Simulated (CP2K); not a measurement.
Consider 2-methylpyridine at its PBE geometry (Å).

```xyz
14

C     2.2131   -0.2547    0.1563
C     0.7125   -0.1672    0.0532
C     0.0600    1.0776    0.0167
C    -1.3278    1.1206   -0.0873
C    -2.0345   -0.0830   -0.1494
C    -1.3068   -1.2725   -0.1033
N     0.0345   -1.3320   -0.0062
H     2.6978    0.2580   -0.6875
H     2.5771    0.2225    1.0778
H     2.5232   -1.3050    0.1560
H     0.6423    1.9979    0.0702
H    -1.8506    2.0768   -0.1188
H    -3.1206   -0.1023   -0.2313
H    -1.8200   -2.2367   -0.1463
```

Method: CP2K XAS_TDP, all-electron GAPW, PBEh(45%), aug-cc-pVDZ, TDA, GW2X-corrected core level, no relativity.

Q: Predict the bright core excitations at the N K edge.

Leading lines: N7 399.58 eV. The leading line of an atom is its first one with 35 % of the strongest within 2.5 eV of its lowest line over the strength cut. Core ionisation energies at this level: N7 405.12 eV.

The first six lines of each atom with a strength over 0.0015:

| atom | energy (eV) | states | strength, one atom | above the computed threshold |
| --- | --- | --- | --- | --- |
| N7 (bonded to 2 C) | 399.58 | 1 | 0.0499 |  |
|  | 404.34 | 1 | 0.0023 |  |
|  | 405.44 | 1 | 0.0028 | yes |
|  | 406.01 | 1 | 0.0017 | yes |
|  | 406.40 | 1 | 0.0028 | yes |
|  | 406.55 | 1 | 0.0033 | yes |

Lines are vertical, at one geometry, with no vibrational structure. GW2X ionisation energies and lines can be off by 1 to 2 eV either way, and a good line position may hide errors that cancel. These values hold no scalar relativity, about 0.2 eV for N 1s. Rydberg lines, and the discretised continuum above threshold, depend on the basis and the box.

[Banner, clock and machine lines of the logs are left out without a mark of their own.]

[Logs are printed without paths, hosts, clocks, repeated set-up lines and the standing remarks that a program may print on its own settings, such as how far it seeks lower states.]

[Hosts, paths, dates, database ids (printed as entryN), source tags and the programs' standing remarks are cut or masked in the printed files.]
